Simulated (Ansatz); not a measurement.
**ScInSe3 (model cell, started as cubic perovskite with In in the octahedra): a soft mode frozen in**

Which phase does ScInSe3 (model cell, started as cubic perovskite with In in the octahedra) fall into along its unstable mode, and how much energy does it gain?

Calculated with Ansatz 0.2.0; DFT PBEsol, scalar-relativistic, plane waves, PAW; PAW set soft_1.

The structure was built from a prototype and need not be the compound's stable phase.

## 1. The starting structure

The structure is cubic, space group Pm-3m (No. 221). The conventional cell has a = 5.114 Å, b = 5.114 Å, c = 5.114 Å, α = 90.00°, β = 90.00°, γ = 90.00°. Sc has 12 Se at 3.62 Å nearest. In has 6 Se at 2.56 Å nearest. Nearest to Se lie 2 In at 2.56 Å and 4 Sc at 3.62 Å. Farther neighbours and most contacts between anions are not listed.

## 2. Phonons on a q mesh

The cell comes from relaxations at this level that are not shown. Stability and thermal properties need the whole zone. Linear response on a 2×2×2 q mesh gives force constants as far as a supercell of that size would.

input.yaml reads:

```yaml
crystal:
  lattice:
    - [5.1138056482, 0.0, 0.0]
    - [0.0, 5.1138056482, 0.0]
    - [0.0, 0.0, 5.1138056482]
  atoms:
    - { symbol: Sc, position: [0.0, 0.0, 0.0] }
    - { symbol: In, position: [0.5, 0.5, 0.5] }
    - { symbol: Se, position: [0.5, 0.5, 0.0] }
    - { symbol: Se, position: [0.5, 0.0, 0.5] }
    - { symbol: Se, position: [0.0, 0.5, 0.5] }
kpoints:
  mp_grid: { grid: [8, 8, 8] }
hamiltonian:
  xc: pbesol
  pseudopotentials: { kind: paw, azcp: { folder: soft_1 }, xc_functional: pbe }
scf:
  occupations: { method: methfessel_paxton, width: 0.2 }
output:
  eigenvalues: true
phonons:
  method: dfpt
  qmesh: [2, 2, 2]
  temperatures: { t_max: 1000, t_step: 50 }
  qpath:
    path:
      - [[0.0, 0.0, 0.0], [0.0, 0.5, 0.0], [0.5, 0.5, 0.0], [0.0, 0.0, 0.0], [0.5, 0.5, 0.5], [0.0, 0.5, 0.0]]
      - [[0.5, 0.5, 0.5], [0.5, 0.5, 0.0]]
    npoints: 10
```

The run is started by

```sh
$ ansatz run input.yaml --threads 4 --pin off --max-ram 16384MiB --backend cpu --events-out ev --progress --plain --runs-dir out
```

Numbers of over 12 decimals in the logs are rounded to 6 here.

The log of the run:

```text
Engine: ansatz 0.2.0, aarch64-unknown-linux-gnu
Pseudopotentials: kind: paw
Pseudopotential: Sc, paw, valence charge 11, recommended cutoff 420 eV (normal), soft_1/Sc.paw.azcp
Pseudopotential: In, paw, valence charge 13, recommended cutoff 420 eV (normal), soft_1/In.paw.azcp
Pseudopotential: Se, paw, valence charge 16, recommended cutoff 420 eV (normal), soft_1/Se.paw.azcp
Functional definition: PBEsol
  exchange = pbesol_x
  correlation = pbesol_c
Crystal: 5 atoms, lattice volume = 133.731 Å³
Basis set: ecut = 420 eV, 2601 PW (Γ), exchange–correlation on 72×72×72 points (8 copies of the dense FFT grid, shifted against one another)
Bands: 44, of which v1, the nominal top of the filled ones, is band 36 counted from 1 (35 counted from 0)
Symmetry: 48 space group operations
k-points: 35 of 512
Non-local potential: Sc, projectors of the file, l = 0: 3, l = 1: 2, l = 2: 3, l = 3: 1
Non-local potential: In, projectors of the file, l = 0: 2, l = 1: 2, l = 2: 2, l = 3: 1
Non-local potential: Se, projectors of the file, l = 0: 2, l = 1: 2, l = 2: 3, l = 3: 1
PAW form: soft (Blöchl's): semilocal exchange-correlation on the pseudo side does not see the compensation charge
PAW frozen core: Sc, regenerated for the run's functional, and the local potential with it (the file was generated under x = pbe(κ = 0.804, μ = 0.219515), c = pbe(β = 0.066725))
PAW frozen core: In, regenerated for the run's functional, and the local potential with it (the file was generated under x = pbe(κ = 0.804, μ = 0.219515), c = pbe(β = 0.066725))
PAW frozen core: Se, regenerated for the run's functional, and the local potential with it (the file was generated under x = pbe(κ = 0.804, μ = 0.219515), c = pbe(β = 0.066725))
PAW one-centre angular grid: Sc, 590 points (default); XC on 64 Gauss nodes
PAW one-centre angular grid: In, 590 points (default); XC on 64 Gauss nodes
PAW one-centre angular grid: Se, 590 points (default); XC on 64 Gauss nodes
Initial density: superposition of atomic densities (chi_scale 0.1, normalization cell, long waves kept (reshape's long-wave potential 0.01 eV rms))
Initial wavefunctions: pseudopotential atomic-orbital guess
Functional: x = pbesol(κ = 0.804, μ = 0.123457), c = pbesol(β = 0.046)
SCF iter   1: F=—  HF=-23910.777728 eV  |F-HF|=—  |Δ(HF+E_count)|=         —  Δρ=8.76e-2  dr2=2.14e1  ethr=3.10e-3  ⟨swp⟩=6.0  Hψ=5748  notcnv=0
preconditioner: auto → Kerker (q_TF=auto, 2.461 Å⁻¹)  [metal: Δε(μ)=0.006 eV  Ē_g=9.205 eV  σ=0.200 eV  W_gap=0.03  n_scr=32 (ndim 8)  ℏωp=18.7 eV  f_vac=0.000  D(μ)=13.36/eV (n_scr^D=170)]
SCF iter   2: F=—  HF=-23910.013574 eV  |F-HF|=—  |Δ(HF+E_count)|=   7.64e-1  S|Δr|=    0.00e0  Δρ=3.93e-2  dr2=4.05e0  ethr=3.10e-3  ⟨swp⟩=2.0  Hψ=1990  notcnv=0
SCF iter   3: F=—  HF=-23909.758496 eV  |F-HF|=—  |Δ(HF+E_count)|=   2.55e-1  S|Δr|=    0.00e0  Δρ=1.14e-2  dr2=3.27e-1  ethr=3.10e-3  ⟨swp⟩=2.0  Hψ=1703  notcnv=0
SCF iter   4: F=—  HF=-23909.744881 eV  |F-HF|=—  |Δ(HF+E_count)|=   1.36e-2  S|Δr|=    0.00e0  Δρ=5.05e-3  dr2=6.00e-2  ethr=4.54e-4  ⟨swp⟩=1.4  Hψ=1579  notcnv=0
SCF iter   5: F=—  HF=-23909.744205 eV  |F-HF|=—  |Δ(HF+E_count)|=   6.75e-4  S|Δr|=    0.00e0  Δρ=2.40e-3  dr2=1.63e-2  ethr=8.34e-5  ⟨swp⟩=2.0  Hψ=2738  notcnv=0
SCF iter   6: F=—  HF=-23909.742306 eV  |F-HF|=—  |Δ(HF+E_count)|=   1.90e-3  S|Δr|=    0.00e0  Δρ=1.10e-3  dr2=3.85e-3  ethr=2.26e-5  ⟨swp⟩=2.1  Hψ=2210  notcnv=0
SCF iter   7: F=—  HF=-23909.742060 eV  |F-HF|=—  |Δ(HF+E_count)|=   2.46e-4  S|Δr|=    0.00e0  Δρ=5.54e-4  dr2=1.09e-3  ethr=5.35e-6  ⟨swp⟩=1.0  Hψ=1540  notcnv=0
SCF iter   8: F=—  HF=-23909.741999 eV  |F-HF|=—  |Δ(HF+E_count)|=   6.12e-5  S|Δr|=    0.00e0  Δρ=3.52e-4  dr2=4.62e-4  ethr=1.52e-6  ⟨swp⟩=1.0  Hψ=1540  notcnv=0
SCF iter   9: F=—  HF=-23909.741960 eV  |F-HF|=—  |Δ(HF+E_count)|=   3.90e-5  S|Δr|=    0.00e0  Δρ=1.52e-4  dr2=8.44e-5  ethr=6.42e-7  ⟨swp⟩=1.0  Hψ=1540  notcnv=0
SCF iter  10: F=—  HF=-23909.741952 eV  |F-HF|=—  |Δ(HF+E_count)|=   7.67e-6  S|Δr|=    0.00e0  Δρ=5.15e-5  dr2=9.42e-6  ethr=1.17e-7  ⟨swp⟩=1.0  Hψ=1540  notcnv=0
SCF iter  11: F=—  HF=-23909.741946 eV  |F-HF|=—  |Δ(HF+E_count)|=   6.08e-6  S|Δr|=    0.00e0  Δρ=4.63e-6  dr2=4.05e-8  ethr=1.31e-8  ⟨swp⟩=1.2  Hψ=1562  notcnv=0
SCF iter  12: F=—  HF=-23909.741948 eV  |F-HF|=—  |Δ(HF+E_count)|=   1.57e-6  S|Δr|=    0.00e0  Δρ=1.89e-6  dr2=4.91e-9  ethr=5.63e-11  ⟨swp⟩=2.1  Hψ=2867  notcnv=0
SCF iter  13: F=—  HF=-23909.741948 eV  |F-HF|=—  |Δ(HF+E_count)|=  5.89e-10  S|Δr|=    0.00e0  Δρ=4.96e-7  dr2=4.43e-10  ethr=6.82e-12  ⟨swp⟩=2.0  Hψ=2761  notcnv=0
SCF iter  14: F=—  HF=-23909.741948 eV  |F-HF|=—  |Δ(HF+E_count)|=  1.02e-10  S|Δr|=    0.00e0  Δρ=1.56e-7  dr2=4.65e-11  ethr=1.00e-12  ⟨swp⟩=2.0  Hψ=2749  notcnv=0
SCF iter  15: F=-23909.741948 eV  HF=-23909.741948 eV  |F-HF|=7.28e-12  |Δ(HF+E_count)|=  2.18e-11  S|Δr|=    0.00e0  Δρ=2.73e-8  dr2=8.42e-13  ethr=1.00e-12  ⟨swp⟩=5.5  Hψ=6825  notcnv=0
SCF 1 converged in 15 iterations: F = -23909.741948 eV  dr2 = 8.42e-13
  greatest PAW one-centre occupation: 1.000 electrons in one spin orbital (limit 2), on the Se atom at site 2 (counted from 0), in its partial waves of l = 2
Initial density: read from a saved state, or passed on in memory by an earlier SCF of this step, an earlier step, the calling program or the single point that the run made first
iter 1 solved again at ethr=3.96e-8 eV; its pass at ethr=3.10e-3 eV (dr2=2.85e-5 eV) is discarded
SCF iter   1: F=—  HF=-23909.741949 eV  |F-HF|=—  |Δ(HF+E_count)|=         —  Δρ=3.47e-7  dr2=2.30e-10  ethr=3.96e-8  ⟨swp⟩=3.3  Hψ=10317  notcnv=0
eigensolver tolerance schedule: the retry pair's looser diagonalisation over-reported the residual by 123711.56 of it (diagonalisation noise at an unbounded share of the residual, at the tolerance the schedule requests for it); recorded, not acted on — ethr = c·dr2/N_el stays at c = 1.0e-1
preconditioner: auto → Kerker (q_TF=auto, 2.461 Å⁻¹)  [metal: Δε(μ)=0.070 eV  Ē_g=9.356 eV  σ=0.200 eV  W_gap=0.28  n_scr=32 (ndim 8)  ℏωp=18.7 eV  f_vac=0.004  D(μ)=1.63/eV (n_scr^D=6)]
SCF iter   2: F=—  HF=-23909.741948 eV  |F-HF|=—  |Δ(HF+E_count)|=   1.02e-6  S|Δr|=    0.00e0  Δρ=1.43e-7  dr2=2.40e-11  ethr=1.00e-12  ⟨swp⟩=3.3  Hψ=4201  notcnv=0
SCF iter   3: F=—  HF=-23909.741948 eV  |F-HF|=—  |Δ(HF+E_count)|=  4.00e-11  S|Δr|=    0.00e0  Δρ=9.97e-8  dr2=1.40e-11  ethr=1.00e-12  ⟨swp⟩=5.1  Hψ=4678  notcnv=0
SCF iter   4: F=-23909.741948 eV  HF=-23909.741948 eV  |F-HF|=3.64e-12  |Δ(HF+E_count)|=  7.28e-12  S|Δr|=    0.00e0  Δρ=6.31e-8  dr2=6.88e-12  ethr=1.00e-12  ⟨swp⟩=3.0  Hψ=3350  notcnv=0
SCF 2 converged in 4 iterations: F = -23909.741948 eV  dr2 = 6.88e-12
  greatest PAW one-centre occupation: 1.000 electrons in one spin orbital (limit 2), on the Se atom at site 3 (counted from 0), in its partial waves of l = 2
phonons: the bands overlap, so this run is a metal and interpolates without the dipole-dipole term. If the crystal is really an insulator or semiconductor, its LO-TO splitting is missing
NSCF: frozen V_eff on 35 k-points
WARN: eigensolver did not converge (k=0): 1 band(s) unlocked after 20 sweeps at ethr=1.37e-12 eV (storage-precision floor; scheduled 1.00e-12 eV) (lowest unlocked band 43, counted from 0; max residual 1.40e-5 eV among the unlocked bands, 1.40e-5 eV over every band; other slots of this pass that fall short are told together in one closing line; warning suppressed until the next SCF loop or pass starts)
WARN: eigensolver did not converge in 2 slots of this pass, the one above among them; of largest residual over every band (k=5): 1 band(s) unlocked (lowest unlocked band 43, counted from 0; max residual 7.43e-5 eV among the unlocked bands, 7.43e-5 eV over every band); of lowest unlocked band (k=0): band 43
NSCF: frozen V_eff on 125 k-points
DFPT response loops at q = (0, 0, 0) (fractional): preconditioner auto → Kerker (q_TF=auto, 2.461 Å⁻¹) (partly filled bands, converged f_vac=0.004); β = 1.00, the filter's whole step (`scf.mixing.beta` (0.50) is not read by the response loops under this deck's `scf.mixing.preconditioner`; to damp them name `kerker` or `kerker_dos`, under which they read `scf.mixing.beta`, and type it under 1.00, their step now; both keys bind the ground state too); Broyden in place of MSR1
NSCF: frozen V_eff on 250 k-points
DFPT response loops at q = (0, 0, -0.5) (fractional): mixed as the last ones told, above
NSCF: frozen V_eff on 250 k-points
DFPT response loops at q = (0, -0.5, -0.5) (fractional): mixed as the last ones told, above
NSCF: frozen V_eff on 250 k-points
DFPT response loops at q = (-0.5, -0.5, -0.5) (fractional): mixed as the last ones told, above
SCF converged after 15 iterations
Stability not checked: this state was not tested for a lower state beside it, because cold or Methfessel-Paxton smearing, or corrected tetrahedra, fill the levels in a way that the test cannot read (fill_not_monotonic; see scf.lower_state_search)
Free energy (F): -23909.741948 eV
Harris-Foulkes:  -23909.741948 eV  (|F-HF|=7.28e-12)
Internal energy: -23909.755331 eV  (E = F + TS)
E sigma→0 (E₀):  -23909.745293 eV
Entropy (-TS):   0.013383 eV (2.677 meV/atom)
Fermi energy:    7.586432 eV
--- Per-component energies (eV) ---
  E_band       = -1415.468752
  E_kinetic    = 755.397772
  E_local      = -10690.354779  (includes V_loc(G=0)·N_el)
  E_nonlocal   = -584.017246
  E_hartree    = 5293.474562
  E_xc         = -478.041549
  E_vxc        = -462.500011  (∫ρ·V_xc dr)
  E_paw        = -11365.944564  (= ΣΔE_a)
  E_vpaw       = -1020.942651  (= ΣTr[D̂ρ^β])
  E_aug_tail   = -0.000948  (compensation charges beyond the density's cutoff)
  E_ewald      = -6843.658862
  E_core_change = 3.390284  (= ΣΔE_core)
  E_smearing   = 0.013383  (= −TS)
  E_closure    = 0.000000  (closes the sum)
  Σ components = -23909.741948   (vs F -23909.741948, Δ=0.00e0)
--- Band table (eV; the first three rows and the last of 35) ---
  k-point 0: bands = [... 32 lower, 6.5312, 6.5312, 6.7990, 6.7990, 6.7990, 7.7351, 7.7351, 7.8672, ... 4 higher]
  k-point 1: bands = [... 32 lower, 6.4071, 6.4071, 6.7125, 6.7320, 6.7320, 7.7803, 7.8724, 7.9463, ... 4 higher]
  k-point 2: bands = [... 32 lower, 6.1300, 6.1300, 6.5985, 6.5985, 7.4817, 7.8851, 7.9039, 8.2937, ... 4 higher]
  k-point 34: bands = [... 32 lower, 7.5256, 7.9124, 7.9124, 7.9124, 7.9655, 7.9655, 7.9655, 8.0171, ... 4 higher]
--- Phonons (Γ-DFPT): 4 representative perturbations + reference (Σ response iterations 12) ---
  ASR residual: 1.514e-5 → 0.000e0 eV/Å²; symmetrization residual: 1.295e-5 eV/Å²
  ASR residual per site (eV/Å²): 1.13e-5 1.12e-5 1.51e-5 1.51e-5 1.51e-5
  Γ frequencies (cm⁻¹): -190.14 -190.14 -190.14 -121.57 -121.57 -121.57 -34.49 -34.49 -34.49 0.00 0.00 0.00 273.89 273.89 273.89
--- Phonons (arbitrary-q DFPT): 4 irreducible q on the 2×2×2 mesh ---
  q = [0.0000, 0.0000, 0.0000] (star 1, of the zone-centre solve; hermiticity 1.73e-6, symmetrization 7.23e-12): -190.14 -190.14 -190.14 -121.57 -121.57 -121.57 -34.49 -34.49 -34.49 0.00 0.00 0.00 273.89 273.89 273.89
  q = [0.0000, 0.0000, -0.5000] (star 3, 9 solved perturbations in 975 linear systems a pass and spin channel, the states on 125 of 512 k-point pairs; hermiticity 4.43e-7, symmetrization 1.79e-9): -173.80 -173.80 -115.90 -100.70 -100.70 -77.30 -69.05 -46.53 -46.53 25.47 25.47 172.96 223.33 274.10 274.10
  q = [0.0000, -0.5000, -0.5000] (star 3, 9 solved perturbations in 975 linear systems a pass and spin channel, the states on 125 of 512 k-point pairs; hermiticity 7.68e-7, symmetrization 2.59e-9): -178.05 -178.05 -143.33 -106.01 -97.76 -97.76 -17.38 37.96 37.96 43.28 174.77 174.77 183.55 251.38 274.29
  q = [-0.5000, -0.5000, -0.5000] (star 1, 4 solved perturbations in 350 linear systems a pass and spin channel, the states on 125 of 512 k-point pairs; hermiticity 1.32e-6, symmetrization 2.58e-9): -189.61 -189.61 -189.61 -159.99 -159.99 -159.99 68.63 68.63 68.63 177.02 177.02 177.02 181.51 181.51 268.18
  sum rule: each row above includes the acoustic sum rule's correction from the zone centre's row sums; it moved no ω² by more than (0.26 cm⁻¹)²
  mesh force constants: q→R imaginary residual 7.30e-18; ASR residual 1.514e-5 → 0.000e0 eV/Å²; symmetrization residual 1.599e-14 eV/Å²
  interpolated dispersion: 62 rows × 15 modes
  density of states and harmonic sums: on the 12×12×12 q-mesh, interpolated from the force constants of a 2×2×2 supercell (no non-analytic term)
  largest difference from the sums on the solved wave vectors: F 2.17e-1 eV, S 3.13e-4 and C_V 9.55e-5 eV/K
  zero-point energy: 0.071787 eV/cell   skipped modes (ω ≤ 0): 613, of them read as no rigid motion or as one in doubt: 610 (7.139e0 modes/cell left out, lowest -190.14 cm⁻¹)   left out of the sums: 4.76e-1 of the cell's modes: C_V's classical limit lies that fraction below 3 k_B per atom; for a crystal, a wire or a layer, F and S can be off by more, and a phonons.interpolated_qmesh denser along its periods is the remedy for the sampling
```

Wall time 8.2 min (4 threads of Arm Neoverse V1, shared host); peak memory 2.1 GiB; 32 min of CPU time.

This step gave:

* volume per atom: 26.75 Å³
* gap on the k-mesh: 0 eV
* sum-rule residual before enforcement: 1.51e-5 eV/Å²
* lowest frequency on the path: -190.1 cm⁻¹
* point group: m-3m
* highest frequency on the path or at a solved wavevector: 276.1 cm⁻¹
* highest optical mode at the zone centre (no LO-TO term): 273.9 cm⁻¹
* lowest optical zone-centre mode: -190.1 cm⁻¹
* lowest mode on the q mesh (acoustic modes at Γ apart): -190.1 cm⁻¹

Frequencies (cm⁻¹) solved at each irreducible wavevector; negative means imaginary. Frequencies by wavevector, by row:

| q in reciprocal lattice units | star | mode 1 | mode 2 | mode 3 | mode 4 | mode 13 | mode 14 | mode 15 |
| --- | --- | --- | --- | --- | --- | --- | --- | --- |
| 0 0 0 | 1 | -190.1 | -190.1 | -190.1 | -121.6 | 273.9 | 273.9 | 273.9 |
| 0 0 -0.5 | 3 | -173.8 | -173.8 | -115.9 | -100.7 | 223.3 | 274.1 | 274.1 |
| 0 -0.5 -0.5 | 3 | -178.1 | -178.1 | -143.3 | -106 | 183.6 | 251.4 | 274.3 |
| -0.5 -0.5 -0.5 | 1 | -189.6 | -189.6 | -189.6 | -160 | 181.5 | 181.5 | 268.2 |

Interpolated from a 2×2×2 q mesh. Phonon branches along the path, in cm⁻¹:

| point | branch 1 | branch 2 | branch 3 | branch 4 | branch 12 | branch 13 | branch 14 | branch 15 |
| --- | --- | --- | --- | --- | --- | --- | --- | --- |
| Γ | -190 | -190 | -190 | -122 | 0 | 274 | 274 | 274 |
| halfway | -182 | -182 | -154 | -119 | 105 | 257 | 274 | 274 |
| X | -174 | -174 | -116 | -101 | 173 | 223 | 274 | 274 |
| halfway | -176 | -152 | -152 | -133 | 174 | 214 | 264 | 274 |
| M | -178 | -178 | -143 | -106 | 175 | 184 | 251 | 274 |
| halfway | -175 | -167 | -153 | -129 | 115 | 246 | 267 | 274 |
| Γ | -190 | -190 | -190 | -122 | 0 | 274 | 274 | 274 |
| halfway | -174 | -174 | -138 | -134 | 123 | 246 | 246 | 276 |
| R | -190 | -190 | -190 | -160 | 177 | 182 | 182 | 268 |
| halfway | -172 | -165 | -164 | -142 | 175 | 210 | 246 | 275 |
| X | -174 | -174 | -116 | -101 | 173 | 223 | 274 | 274 |
| jump to R | -190 | -190 | -190 | -160 | 177 | 182 | 182 | 268 |
| halfway | -182 | -182 | -159 | -152 | 176 | 182 | 229 | 273 |
| M | -178 | -178 | -143 | -106 | 175 | 184 | 251 | 274 |

Symmetry leaves 4 wavevectors to solve. The lowest mode among them, the acoustic zeros apart, lies at Γ and is imaginary, 190.1i cm⁻¹, so the energy falls along it.

## 3. The mode frozen in, largest atomic shift 0 Å

The mode followed lies at q = (-0.5, -0.5, -0.5) with frequency 189.6i cm⁻¹ and is 3-fold degenerate, one of the unstable modes though not the softest. At small amplitude the distorted cell has space group no. 139 by a symmetry search on the positions. The undistorted cell that holds it gives the zero of energy on the same k mesh.

System of this step: ScInSe3 (model cell, started as cubic perovskite with In in the octahedra). The structure is cubic, space group Pm-3m (No. 221). Conventional cell: a = 5.114 Å, b = 5.114 Å, c = 5.114 Å, α = 90.00°, β = 90.00°, γ = 90.00°. Nearest to Sc lie 12 Se at 3.62 Å. Nearest to In lie 6 Se at 2.56 Å. Nearest to Se lie 2 In at 2.56 Å and 4 Sc at 3.62 Å. Farther neighbours and most contacts between anions are not listed.

input.yaml, the sections that differ from step 2:

```yaml
crystal:
  lattice:
    - [5.1138056482, 5.1138056482, 0.0]
    - [5.1138056482, 0.0, 5.1138056482]
    - [5.1138056482, 0.0, -5.1138056482]
  atoms:
    - { symbol: Sc, position: [0.0, 0.5, 0.5] }
    - { symbol: Sc, position: [0.0, 0.0, 0.0] }
    - { symbol: In, position: [0.5, 0.25, 0.75] }
    - { symbol: In, position: [0.5, 0.75, 0.25] }
    - { symbol: Se, position: [0.5, 0.0, 1.0] }
    - { symbol: Se, position: [0.5, 0.5, 0.5] }
    - { symbol: Se, position: [0.0, 0.5, 0.0] }
    - { symbol: Se, position: [0.0, 0.0, 0.5] }
    - { symbol: Se, position: [0.5, 0.5, 0.0] }
    - { symbol: Se, position: [0.5, 0.0, 0.5] }
output:
  forces: true
  stress: true
  eigenvalues: true
# kpoints, hamiltonian, scf: as in step 2
# phonons: removed
```

The log of the run:

```text
[...]
Crystal: 10 atoms, lattice volume = 267.462 Å³
Basis set: ecut = 420 eV, 5209 PW (Γ), exchange–correlation on 100×100×100 points (8 copies of the dense FFT grid, shifted against one another)
Bands: 87, of which v1, the nominal top of the filled ones, is band 72 counted from 1 (71 counted from 0)
Symmetry: 96 space group operations
[...]
k-points: 29 of 512
[...]
k-point 0: bands = [... 68 lower, 7.5260, 7.5260, 7.7301, 7.7301, 7.8619, 7.8619, 7.8619, 7.9072, ... 11 higher]
  k-point 1: bands = [... 68 lower, 7.2001, 7.2001, 7.6043, 7.6043, 7.7934, 7.7934, 7.8380, 7.8925, ... 11 higher]
  k-point 2: bands = [... 68 lower, 6.8180, 7.0295, 7.3698, 7.3698, 7.6514, 7.8545, 7.8545, 7.9611, ... 11 higher]
  k-point 28: bands = [... 68 lower, 6.6338, 6.6338, 6.8959, 6.8959, 8.1322, 8.1322, 8.2126, 8.2126, ... 11 higher]
[key lines of the parts left out:]
SCF converged after 12 iterations
Free energy (F): -47819.495573 eV
Fermi energy:    7.567978 eV
P = ⅓ Tr σ = 0.0023 GPa (0.023 kbar)
```

It took 12 s on 4 threads; peak memory 1.1 GiB.

Numbers from this step:

```yaml
pressure: 0.002287 GPa
energy_from_the_undistorted_cell: 0 meV/atom
```

The run ends at a pressure of 0.00 GPa.

[end of part 1 of 3]

[Logs are printed without paths, hosts, clocks, repeated set-up lines and the standing remarks that a program may print on its own settings, such as how far it seeks lower states.]

[Hosts, paths, dates, database ids (printed as entryN), source tags and the programs' standing remarks are cut or masked in the printed files.]
